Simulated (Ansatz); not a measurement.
**Pd3PbC (Pm-3m): a soft mode frozen in**

Which phase does Pd3PbC (Pm-3m) fall into along its unstable mode, and how much energy does it gain?

Method: DFT PBEsol, scalar-relativistic, plane waves, PAW; PAW set soft_1, in Ansatz 0.2.0.

## (1) Set-up

The structure is cubic, space group Pm-3m (No. 221). The conventional cell has a = 4.221 Å, b = 4.221 Å, c = 4.221 Å, α = 90.00°, β = 90.00°, γ = 90.00°. Nearest to Pd lie 2 C at 2.11 Å and 8 Pd at 2.98 Å and 4 Pb at 2.98 Å. Nearest to Pb lie 12 Pd at 2.98 Å. Nearest to C lie 6 Pd at 2.11 Å. Farther neighbours are not listed.

Structure file:

```cif
data_structure
_symmetry_space_group_name_H-M 'Pm-3m'
_symmetry_Int_Tables_number 221
_cell_length_a 4.2209
_cell_length_b 4.2209
_cell_length_c 4.2209
_cell_angle_alpha 90.000
_cell_angle_beta 90.000
_cell_angle_gamma 90.000
_cell_volume 75.20
loop_
_atom_site_label
_atom_site_type_symbol
_atom_site_symmetry_multiplicity
_atom_site_Wyckoff_symbol
_atom_site_fract_x
_atom_site_fract_y
_atom_site_fract_z
_atom_site_occupancy
Pd1 Pd 3 c 0.00000 0.50000 0.50000 1
Pb1 Pb 1 a 0.00000 0.00000 0.00000 1
C1 C 1 b 0.50000 0.50000 0.50000 1
```

## (2) Phonons on a q mesh

The cell comes from relaxations at this level that are not shown. Stability and thermal properties need the whole zone. Linear response on a 4×4×4 q mesh gives force constants as far as a supercell of that size would.

The input, input.yaml:

```yaml
crystal:
  lattice:
    - [4.2208841651, 0.0, 0.0]
    - [0.0, 4.2208841651, 0.0]
    - [0.0, 0.0, 4.2208841651]
  atoms:
    - { symbol: Pd, position: [0.0, 0.5, 0.5] }
    - { symbol: Pd, position: [0.5, 0.5, 0.0] }
    - { symbol: Pd, position: [0.5, 0.0, 0.5] }
    - { symbol: Pb, position: [0.0, 0.0, 0.0] }
    - { symbol: C, position: [0.5, 0.5, 0.5] }
kpoints:
  mp_grid: { grid: [8, 8, 8] }
hamiltonian:
  xc: pbesol
  pseudopotentials: { kind: paw, azcp: { folder: soft_1 }, xc_functional: pbe }
scf:
  occupations: { method: methfessel_paxton, width: 0.2 }
output:
  eigenvalues: true
phonons:
  method: dfpt
  qmesh: [4, 4, 4]
  temperatures: { t_max: 1000, t_step: 50 }
  qpath:
    path:
      - [[0.0, 0.0, 0.0], [0.0, 0.5, 0.0], [0.5, 0.5, 0.0], [0.0, 0.0, 0.0], [0.5, 0.5, 0.5], [0.0, 0.5, 0.0]]
      - [[0.5, 0.5, 0.5], [0.5, 0.5, 0.0]]
    npoints: 10
```

Run with:

```console
$ ansatz run input.yaml --threads 4 --pin off --max-ram 10240MiB --backend cpu --events-out ev --progress --plain --runs-dir out
```

Numbers of over 12 decimals in the logs are rounded to 6 here.

Output:

```text
Engine: ansatz 0.2.0, aarch64-unknown-linux-gnu
Pseudopotentials: kind: paw
Pseudopotential: Pd, paw, valence charge 18, recommended cutoff 420 eV (normal), soft_1/Pd.paw.azcp
Pseudopotential: Pb, paw, valence charge 14, recommended cutoff 420 eV (normal), soft_1/Pb.paw.azcp
Pseudopotential: C, paw, valence charge 4, recommended cutoff 420 eV (normal), soft_1/C.paw.azcp
Functional definition: PBEsol
  exchange = pbesol_x
  correlation = pbesol_c
Crystal: 5 atoms, lattice volume = 75.199 Å³
Basis set: ecut = 420 eV, 1419 PW (Γ), exchange–correlation on 60×60×60 points (8 copies of the dense FFT grid, shifted against one another)
Bands: 44, of which v1, the nominal top of the filled ones, is band 36 counted from 1 (35 counted from 0)
Symmetry: 48 space group operations
k-points: 35 of 512
Non-local potential: Pd, projectors of the file, l = 0: 2, l = 1: 2, l = 2: 2, l = 3: 1
Non-local potential: Pb, projectors of the file, l = 0: 2, l = 1: 2, l = 2: 2, l = 3: 1
Non-local potential: C, projectors of the file, l = 0: 2, l = 1: 2, l = 2: 1
PAW form: soft (Blöchl's): semilocal exchange-correlation on the pseudo side does not see the compensation charge
PAW frozen core: Pd, regenerated for the run's functional, and the local potential with it (the file was generated under x = pbe(κ = 0.804, μ = 0.219515), c = pbe(β = 0.066725))
PAW frozen core: Pb, regenerated for the run's functional, and the local potential with it (the file was generated under x = pbe(κ = 0.804, μ = 0.219515), c = pbe(β = 0.066725))
PAW frozen core: C, regenerated for the run's functional, and the local potential with it (the file was generated under x = pbe(κ = 0.804, μ = 0.219515), c = pbe(β = 0.066725))
PAW one-centre angular grid: Pd, 590 points (default); XC on 64 Gauss nodes
PAW one-centre angular grid: Pb, 590 points (default); XC on 64 Gauss nodes
PAW one-centre angular grid: C, 110 points (default); XC on 64 Gauss nodes
Initial density: superposition of atomic densities (chi_scale 0.1, normalization cell, long waves kept (reshape's long-wave potential 0.00 eV rms))
Initial wavefunctions: pseudopotential atomic-orbital guess
Functional: x = pbesol(κ = 0.804, μ = 0.123457), c = pbesol(β = 0.046)
SCF iter   1: F=—  HF=-32728.992921 eV  |F-HF|=—  |Δ(HF+E_count)|=         —  Δρ=1.73e-1  dr2=2.82e1  ethr=3.10e-3  ⟨swp⟩=6.5  Hψ=6089  notcnv=0
preconditioner: auto → Kerker (q_TF=auto, 2.709 Å⁻¹)  [metal: Δε(μ)=0.007 eV  Ē_g=11.090 eV  σ=0.200 eV  W_gap=0.03  n_scr=26 (ndim 8)  ℏωp=29.7 eV  f_vac=0.000  D(μ)=7.41/eV (n_scr^D=92)]
SCF iter   2: F=—  HF=-32724.618723 eV  |F-HF|=—  |Δ(HF+E_count)|=    4.37e0  S|Δr|=    0.00e0  Δρ=8.13e-2  dr2=6.71e0  ethr=3.10e-3  ⟨swp⟩=2.0  Hψ=3153  notcnv=0  defer=69
SCF iter   3: F=—  HF=-32723.205267 eV  |F-HF|=—  |Δ(HF+E_count)|=    1.41e0  S|Δr|=    0.00e0  Δρ=1.47e-2  dr2=1.99e-1  ethr=3.10e-3  ⟨swp⟩=2.0  Hψ=2531  notcnv=0  defer=72
SCF iter   4: F=—  HF=-32723.169829 eV  |F-HF|=—  |Δ(HF+E_count)|=   3.54e-2  S|Δr|=    0.00e0  Δρ=2.99e-3  dr2=4.00e-3  ethr=2.76e-4  ⟨swp⟩=1.3  Hψ=1860  notcnv=0  defer=72
SCF iter   5: F=—  HF=-32723.170040 eV  |F-HF|=—  |Δ(HF+E_count)|=   2.11e-4  S|Δr|=    0.00e0  Δρ=5.24e-4  dr2=2.82e-4  ethr=5.55e-6  ⟨swp⟩=2.2  Hψ=2279  notcnv=0  defer=72
SCF iter   6: F=—  HF=-32723.170031 eV  |F-HF|=—  |Δ(HF+E_count)|=   9.79e-6  S|Δr|=    0.00e0  Δρ=1.60e-4  dr2=3.40e-5  ethr=3.92e-7  ⟨swp⟩=2.1  Hψ=2008  notcnv=0  defer=72
SCF iter   7: F=—  HF=-32723.170028 eV  |F-HF|=—  |Δ(HF+E_count)|=   2.65e-6  S|Δr|=    0.00e0  Δρ=4.25e-5  dr2=2.89e-6  ethr=4.72e-8  ⟨swp⟩=2.3  Hψ=2029  notcnv=0  defer=72
SCF iter   8: F=—  HF=-32723.170019 eV  |F-HF|=—  |Δ(HF+E_count)|=   8.69e-6  S|Δr|=    0.00e0  Δρ=8.94e-6  dr2=4.09e-8  ethr=4.01e-9  ⟨swp⟩=2.1  Hψ=2198  notcnv=0  defer=72
SCF iter   9: F=—  HF=-32723.170019 eV  |F-HF|=—  |Δ(HF+E_count)|=   1.70e-9  S|Δr|=    0.00e0  Δρ=1.73e-6  dr2=2.09e-9  ethr=5.69e-11  ⟨swp⟩=2.0  Hψ=2254  notcnv=0  defer=72
SCF iter  10: F=—  HF=-32723.170019 eV  |F-HF|=—  |Δ(HF+E_count)|=  6.18e-11  S|Δr|=    0.00e0  Δρ=4.04e-7  dr2=6.95e-11  ethr=2.91e-12  ⟨swp⟩=2.0  Hψ=2101  notcnv=0  defer=72
SCF iter  11: F=-32723.170019 eV  HF=-32723.170019 eV  |F-HF|=1.09e-11  |Δ(HF+E_count)|=    0.00e0  S|Δr|=    0.00e0  Δρ=1.02e-7  dr2=7.24e-12  ethr=1.00e-12  ⟨swp⟩=12.7  Hψ=8384  notcnv=0
SCF 1 converged in 11 iterations: F = -32723.170019 eV  dr2 = 7.24e-12
  greatest PAW one-centre occupation: 0.999 electrons in one spin orbital (limit 2), on the Pd atom at site 1 (counted from 0), in its partial waves of l = 0
Initial density: read from a saved state, or passed on in memory by an earlier SCF of this step, an earlier step, the calling program or the single point that the run made first
iter 1 solved again at ethr=1.63e-8 eV; its pass at ethr=3.10e-3 eV (dr2=1.17e-5 eV) is discarded
SCF iter   1: F=—  HF=-32723.170021 eV  |F-HF|=—  |Δ(HF+E_count)|=         —  Δρ=3.77e-7  dr2=1.81e-10  ethr=1.63e-8  ⟨swp⟩=3.8  Hψ=10095  notcnv=0
eigensolver tolerance schedule: the retry pair's looser diagonalisation over-reported the residual by 64815.61 of it (diagonalisation noise at 0.52 of the residual, at the tolerance the schedule requests for it); recorded, not acted on — ethr = c·dr2/N_el stays at c = 1.0e-1
preconditioner: auto → Kerker (q_TF=auto, 2.709 Å⁻¹)  [metal: Δε(μ)=0.013 eV  Ē_g=11.377 eV  σ=0.200 eV  W_gap=0.06  n_scr=26 (ndim 8)  ℏωp=29.7 eV  f_vac=0.000  D(μ)=2.84/eV (n_scr^D=26)]
SCF iter   2: F=—  HF=-32723.170019 eV  |F-HF|=—  |Δ(HF+E_count)|=   2.04e-6  S|Δr|=    0.00e0  Δρ=1.27e-7  dr2=1.64e-11  ethr=1.00e-12  ⟨swp⟩=3.6  Hψ=3568  notcnv=0
SCF iter   3: F=-32723.170019 eV  HF=-32723.170019 eV  |F-HF|=1.09e-11  |Δ(HF+E_count)|=  1.09e-11  S|Δr|=    0.00e0  Δρ=8.88e-8  dr2=8.56e-12  ethr=1.00e-12  ⟨swp⟩=5.2  Hψ=4026  notcnv=0
SCF 2 converged in 3 iterations: F = -32723.170019 eV  dr2 = 8.56e-12
  greatest PAW one-centre occupation: 0.999 electrons in one spin orbital (limit 2), on the Pd atom at site 0 (counted from 0), in its partial waves of l = 0
phonons: the bands overlap, so this run is a metal and interpolates without the dipole-dipole term. If the crystal is really an insulator or semiconductor, its LO-TO splitting is missing
NSCF: frozen V_eff on 35 k-points
NSCF: frozen V_eff on 125 k-points
DFPT response loops at q = (0, 0, 0) (fractional): preconditioner auto → Kerker (q_TF=auto, 2.709 Å⁻¹) (partly filled bands, converged f_vac=0.000); β = 1.00, the filter's whole step (`scf.mixing.beta` (0.50) is not read by the response loops under this deck's `scf.mixing.preconditioner`; to damp them name `kerker` or `kerker_dos`, under which they read `scf.mixing.beta`, and type it under 1.00, their step now; both keys bind the ground state too); Broyden in place of MSR1
NSCF: frozen V_eff on 400 k-points
DFPT response loops at q = (0, 0, 0.25) (fractional): mixed as the last ones told, above
NSCF: frozen V_eff on 250 k-points
DFPT response loops at q = (0, 0, -0.5) (fractional): mixed as the last ones told, above
NSCF: frozen V_eff on 640 k-points
DFPT response loops at q = (0, 0.25, 0.25) (fractional): mixed as the last ones told, above
NSCF: frozen V_eff on 400 k-points
DFPT response loops at q = (0, 0.25, -0.5) (fractional): mixed as the last ones told, above
NSCF: frozen V_eff on 250 k-points
DFPT response loops at q = (0, -0.5, -0.5) (fractional): mixed as the last ones told, above
NSCF: frozen V_eff on 1024 k-points
DFPT response loops at q = (0.25, 0.25, 0.25) (fractional): mixed as the last ones told, above
NSCF: frozen V_eff on 640 k-points
DFPT response loops at q = (0.25, 0.25, -0.5) (fractional): mixed as the last ones told, above
NSCF: frozen V_eff on 400 k-points
DFPT response loops at q = (0.25, -0.5, -0.5) (fractional): mixed as the last ones told, above
NSCF: frozen V_eff on 250 k-points
DFPT response loops at q = (-0.5, -0.5, -0.5) (fractional): mixed as the last ones told, above
SCF converged after 11 iterations
Stability not checked: this state was not tested for a lower state beside it, because cold or Methfessel-Paxton smearing, or corrected tetrahedra, fill the levels in a way that the test cannot read (fill_not_monotonic; see scf.lower_state_search)
Free energy (F): -32723.170019 eV
Harris-Foulkes:  -32723.170019 eV  (|F-HF|=1.09e-11)
Internal energy: -32723.174842 eV  (E = F + TS)
E sigma→0 (E₀):  -32723.171225 eV
Entropy (-TS):   0.004823 eV (0.965 meV/atom)
Fermi energy:    17.339798 eV
--- Per-component energies (eV) ---
  E_band       = -479.951817
  E_kinetic    = 1725.053660
  E_local      = -7169.232314  (includes V_loc(G=0)·N_el)
  E_nonlocal   = 1452.229091
  E_hartree    = 2897.593826
  E_xc         = -663.709297
  E_vxc        = -720.130305  (∫ρ·V_xc dr)
  E_paw        = -21577.905562  (= ΣΔE_a)
  E_vpaw       = -1563.060513  (= ΣTr[D̂ρ^β])
  E_aug_tail   = 0.000645  (compensation charges beyond the density's cutoff)
  E_ewald      = -9388.195737
  E_core_change = 0.990846  (= ΣΔE_core)
  E_smearing   = 0.004823  (= −TS)
  E_closure    = -0.000000  (closes the sum)
  Σ components = -32723.170019   (vs F -32723.170019, Δ=0.00e0)
--- Band table (eV; the first three rows and the last of 35) ---
  k-point 0: bands = [... 32 lower, 16.2090, 16.2090, 16.2090, 16.2156, 17.8035, 18.9118, 18.9118, 18.9118, ... 4 higher]
  k-point 1: bands = [... 32 lower, 16.1337, 16.2092, 16.3912, 16.3912, 17.5682, 19.1339, 19.1339, 19.3029, ... 4 higher]
  k-point 2: bands = [... 32 lower, 15.9035, 16.2097, 16.8248, 16.8248, 17.6331, 19.6209, 19.6882, 19.6882, ... 4 higher]
  k-point 34: bands = [... 32 lower, 15.3290, 16.0872, 16.0872, 16.0872, 16.4023, 18.9251, 18.9251, 18.9251, ... 4 higher]
--- Phonons (Γ-DFPT): 4 representative perturbations + reference (Σ response iterations 14) ---
  ASR residual: 7.760e-5 → 0.000e0 eV/Å²; symmetrization residual: 3.384e-6 eV/Å²
  ASR residual per site (eV/Å²): 7.76e-5 7.76e-5 7.76e-5 1.24e-5 9.34e-6
  Γ frequencies (cm⁻¹): -31.44 -31.44 -31.44 0.00 0.00 0.00 68.33 68.33 68.33 97.08 97.08 97.08 305.91 305.91 305.91
--- Phonons (arbitrary-q DFPT): 10 irreducible q on the 4×4×4 mesh ---
  q = [0.0000, 0.0000, 0.0000] (star 1, of the zone-centre solve; hermiticity 8.16e-7, symmetrization 4.95e-12): -31.44 -31.44 -31.44 0.00 0.00 0.00 68.33 68.33 68.33 97.08 97.08 97.08 305.91 305.91 305.91
  q = [0.0000, 0.0000, 0.2500] (star 6, 9 solved perturbations in 1560 linear systems a pass and spin channel, the states on 200 of 512 k-point pairs; hermiticity 7.30e-7, symmetrization 2.38e-12): -42.26 -42.26 32.30 45.55 45.55 62.12 71.82 71.82 89.58 93.88 93.88 127.19 326.21 326.21 448.20
  q = [0.0000, 0.0000, -0.5000] (star 3, 9 solved perturbations in 975 linear systems a pass and spin channel, the states on 125 of 512 k-point pairs; hermiticity 4.39e-7, symmetrization 3.51e-12): 28.25 36.00 36.00 56.87 56.87 75.06 90.43 90.43 92.94 94.89 94.89 138.20 336.26 336.26 522.30
  q = [0.0000, 0.2500, 0.2500] (star 12, 9 solved perturbations in 2460 linear systems a pass and spin channel, the states on 320 of 512 k-point pairs; hermiticity 5.71e-7, symmetrization 5.26e-13): -53.00 -48.62 13.34 44.56 61.10 64.69 64.85 89.37 92.36 99.22 114.36 133.43 328.19 435.41 466.60
  q = [0.0000, 0.2500, -0.5000] (star 12, 15 solved perturbations on 200 of 512 k-point pairs; hermiticity 5.19e-7, symmetrization 6.79e-14): -27.32 31.21 34.97 38.41 40.87 53.33 80.79 87.41 97.44 102.21 112.08 147.58 339.20 459.66 531.97
  q = [0.0000, -0.5000, -0.5000] (star 3, 9 solved perturbations in 975 linear systems a pass and spin channel, the states on 125 of 512 k-point pairs; hermiticity 4.99e-7, symmetrization 5.80e-13): -31.21 -31.21 22.39 22.39 34.39 52.31 77.94 83.62 101.64 101.64 109.91 161.99 354.31 541.53 541.53
  q = [0.2500, 0.2500, 0.2500] (star 8, 4 solved perturbations in 1376 linear systems a pass and spin channel, the states on 512 of 512 k-point pairs; hermiticity 3.08e-7, symmetrization 9.85e-13): -49.59 -9.00 -9.00 39.00 59.74 59.74 84.47 101.91 101.91 104.65 104.65 157.39 434.89 466.29 466.29
  q = [0.2500, 0.2500, -0.5000] (star 12, 9 solved perturbations in 2460 linear systems a pass and spin channel, the states on 320 of 512 k-point pairs; hermiticity 3.15e-7, symmetrization 1.51e-12): -3.35 4.74 21.71 45.13 47.42 56.13 97.59 101.25 104.01 106.99 111.18 172.77 461.67 468.52 537.17
  q = [0.2500, -0.5000, -0.5000] (star 6, 9 solved perturbations in 1560 linear systems a pass and spin channel, the states on 200 of 512 k-point pairs; hermiticity 4.21e-7, symmetrization 3.00e-13): 11.64 11.64 28.43 53.65 53.65 63.33 104.61 107.91 109.33 109.33 113.10 192.00 474.52 544.48 544.48
  q = [-0.5000, -0.5000, -0.5000] (star 1, 4 solved perturbations in 350 linear systems a pass and spin channel, the states on 125 of 512 k-point pairs; hermiticity 4.79e-7, symmetrization 3.23e-12): 22.80 22.80 22.80 74.59 74.59 74.59 115.59 115.59 116.30 116.30 116.30 211.61 553.10 553.10 553.10
  sum rule: each row above includes the acoustic sum rule's correction from the zone centre's row sums; it moved no ω² by more than (0.46 cm⁻¹)²
  mesh force constants: q→R imaginary residual 1.24e-18; ASR residual 7.760e-5 → 0.000e0 eV/Å²; symmetrization residual 8.882e-15 eV/Å²
  interpolated dispersion: 62 rows × 15 modes
  density of states and harmonic sums: on the 16×16×16 q-mesh, interpolated from the force constants of a 4×4×4 supercell (no non-analytic term)
  largest difference from the sums on the solved wave vectors: F 2.78e-2 eV, S 3.62e-5 and C_V 1.01e-5 eV/K
  zero-point energy: 0.134283 eV/cell   skipped modes (ω ≤ 0): 259, of them read as no rigid motion or as one in doubt: 256 (1.596e0 modes/cell left out, lowest -63.51 cm⁻¹)   left out of the sums: 1.06e-1 of the cell's modes: C_V's classical limit lies that fraction below 3 k_B per atom; for a crystal, a wire or a layer, F and S can be off by more, and a phonons.interpolated_qmesh denser along its periods is the remedy for the sampling
```

Wall time 21 min (4 threads of Arm Neoverse V2, shared host); peak memory 3.9 GiB.

In the SCF lines HF is the Harris–Foulkes energy and dr2 the Hartree energy of the density residual, in eV; the loop may stop once dr2 is under the threshold and the program's other checks hold. Hψ counts applications of the Hamiltonian.

This step gave:

* volume per atom: 15.04 Å³
* gap on the k-mesh: 0 eV
* sum-rule residual before enforcement: 7.76e-5 eV/Å²
* lowest frequency on the path: -62.50 cm⁻¹
* point group: m-3m
* highest frequency on the path or at a solved wavevector: 553.1 cm⁻¹
* highest optical mode at the zone centre (no LO-TO term): 305.9 cm⁻¹
* lowest optical zone-centre mode: -31.44 cm⁻¹
* lowest mode on the q mesh (acoustic modes at Γ apart): -53 cm⁻¹

Frequencies (cm⁻¹) solved at each irreducible wavevector; negative means imaginary. Frequencies by wavevector, by row:

| q in reciprocal lattice units | star | mode 1 | mode 2 | mode 3 | mode 4 | mode 13 | mode 14 | mode 15 |
| --- | --- | --- | --- | --- | --- | --- | --- | --- |
| 0 0 0 | 1 | -31.4 | -31.4 | -31.4 | 0 | 305.9 | 305.9 | 305.9 |
| 0 0 0.25 | 6 | -42.3 | -42.3 | 32.3 | 45.5 | 326.2 | 326.2 | 448.2 |
| 0 0 -0.5 | 3 | 28.2 | 36 | 36 | 56.9 | 336.3 | 336.3 | 522.3 |
| 0 0.25 0.25 | 12 | -53 | -48.6 | 13.3 | 44.6 | 328.2 | 435.4 | 466.6 |
| 0 0.25 -0.5 | 12 | -27.3 | 31.2 | 35 | 38.4 | 339.2 | 459.7 | 532 |
| 0 -0.5 -0.5 | 3 | -31.2 | -31.2 | 22.4 | 22.4 | 354.3 | 541.5 | 541.5 |
| 0.25 0.25 0.25 | 8 | -49.6 | -9 | -9 | 39 | 434.9 | 466.3 | 466.3 |
| 0.25 0.25 -0.5 | 12 | -3.4 | 4.7 | 21.7 | 45.1 | 461.7 | 468.5 | 537.2 |
| 0.25 -0.5 -0.5 | 6 | 11.6 | 11.6 | 28.4 | 53.6 | 474.5 | 544.5 | 544.5 |
| -0.5 -0.5 -0.5 | 1 | 22.8 | 22.8 | 22.8 | 74.6 | 553.1 | 553.1 | 553.1 |

Interpolated from a 4×4×4 q mesh. The phonon branches at the labelled points (cm⁻¹):

| point | branch 1 | branch 2 | branch 3 | branch 4 | branch 12 | branch 13 | branch 14 | branch 15 |
| --- | --- | --- | --- | --- | --- | --- | --- | --- |
| Γ | -31 | -31 | -31 | 0 | 97 | 306 | 306 | 306 |
| halfway | -42 | -42 | 32 | 46 | 127 | 326 | 326 | 448 |
| X | 28 | 36 | 36 | 57 | 138 | 336 | 336 | 522 |
| halfway | -27 | 31 | 35 | 38 | 148 | 339 | 460 | 532 |
| M | -31 | -31 | 22 | 22 | 162 | 354 | 542 | 542 |
| halfway | -53 | -49 | 13 | 45 | 133 | 328 | 435 | 467 |
| Γ | -31 | -31 | -31 | 0 | 97 | 306 | 306 | 306 |
| halfway | -50 | -9 | -9 | 39 | 157 | 435 | 466 | 466 |
| R | 23 | 23 | 23 | 75 | 212 | 553 | 553 | 553 |
| halfway | -3 | 5 | 22 | 45 | 173 | 462 | 468 | 537 |
| X | 28 | 36 | 36 | 57 | 138 | 336 | 336 | 522 |
| jump to R | 23 | 23 | 23 | 75 | 212 | 553 | 553 | 553 |
| halfway | 12 | 12 | 28 | 54 | 192 | 474 | 544 | 544 |
| M | -31 | -31 | 22 | 22 | 162 | 354 | 542 | 542 |

Symmetry leaves 10 wavevectors to solve. The lowest mode among them, the acoustic zeros apart, lies at q = (0, 0.25, 0.25) and is imaginary, 53.0i cm⁻¹, so the energy falls along it. Between them the interpolated path dips to 63i cm⁻¹.

## (3) The mode frozen in, largest atomic shift 0 Å

The mode followed lies at q = (0, -0.5, -0.5) with frequency 31.2i cm⁻¹ and is 2-fold degenerate, one of the unstable modes though not the softest. At small amplitude the distorted cell has space group no. 51 by a symmetry search on the positions. The undistorted cell that holds it gives the zero of energy on the same k mesh.

System of this step: Pd3PbC. It takes space group Pm-3m (No. 221, cubic). Conventional cell: a = 4.221 Å, b = 4.221 Å, c = 4.221 Å, α = 90.00°, β = 90.00°, γ = 90.00°. Nearest to Pd lie 2 C at 2.11 Å and 4 Pb at 2.98 Å and 8 Pd at 2.98 Å. Pd has 2 C at 2.11 Å and 8 Pd at 2.98 Å and 4 Pb at 2.98 Å nearest. Pb has 12 Pd at 2.98 Å nearest. C has 6 Pd at 2.11 Å nearest. Farther neighbours are not listed.

The input, input.yaml:

```yaml
crystal:
  lattice:
    - [-4.2208841651, 0.0, 0.0]
    - [0.0, -4.2208841651, -4.2208841651]
    - [0.0, -4.2208841651, 4.2208841651]
  atoms:
    - { symbol: Pd, position: [1.0, 0.0, 0.5] }
    - { symbol: Pd, position: [1.0, 0.5, 0.0] }
    - { symbol: Pd, position: [0.5, 0.25, 0.25] }
    - { symbol: Pd, position: [0.5, 0.75, 0.75] }
    - { symbol: Pd, position: [0.5, 0.75, 0.25] }
    - { symbol: Pd, position: [0.5, 0.25, 0.75] }
    - { symbol: Pb, position: [1.0, 1.0, 0.0] }
    - { symbol: Pb, position: [1.0, 0.5, 0.5] }
    - { symbol: C, position: [0.5, 0.0, 0.5] }
    - { symbol: C, position: [0.5, 0.5, 0.0] }
kpoints:
  mp_grid: { grid: [8, 6, 6] }
hamiltonian:
  xc: pbesol
  pseudopotentials: { kind: paw, azcp: { folder: soft_1 }, xc_functional: pbe }
scf:
  occupations: { method: methfessel_paxton, width: 0.2 }
output:
  forces: true
  stress: true
  eigenvalues: true
```

Output:

```text
[...]
Crystal: 10 atoms, lattice volume = 150.397 Å³
Basis set: ecut = 420 eV, 2911 PW (Γ), exchange–correlation on 60×80×80 points (8 copies of the dense FFT grid, shifted against one another)
Bands: 87, of which v1, the nominal top of the filled ones, is band 72 counted from 1 (71 counted from 0)
Symmetry: 32 space group operations
[...]
k-points: 50 of 288
[...]
k-point 0: bands = [... 68 lower, 16.2097, 16.2154, 16.8205, 16.8205, 17.8027, 18.5082, 18.9099, 18.9116, ... 11 higher]
  k-point 1: bands = [... 68 lower, 16.3824, 16.4150, 16.8272, 16.8833, 17.4979, 18.3854, 19.0997, 19.1109, ... 11 higher]
  k-point 2: bands = [... 68 lower, 16.6802, 16.8375, 16.9269, 17.0143, 17.2204, 18.0365, 19.6541, 19.6574, ... 11 higher]
  k-point 49: bands = [... 68 lower, 16.8199, 16.8199, 16.8204, 16.8204, 18.5118, 18.5118, 21.1250, 21.1250, ... 11 higher]
[key lines of the parts left out:]
SCF converged after 9 iterations
Free energy (F): -65446.332058 eV
Fermi energy:    17.338797 eV
P = ⅓ Tr σ = -0.0481 GPa (-0.481 kbar)
```

Wall time 8.9 s (4 threads); peak memory 0.9 GiB; 35 s of CPU time.

Numbers from this step:

```
pressure                         : -0.04815 GPa
energy from the undistorted cell : 0 meV/atom
```

The run ends at a pressure of -0.05 GPa.

(Continued in part 2 of 3.)

[Logs are printed without paths, hosts, clocks, repeated set-up lines and the standing remarks that a program may print on its own settings, such as how far it seeks lower states.]

[Hosts, paths, dates, database ids (printed as entryN), source tags and the programs' standing remarks are cut or masked in the printed files.]
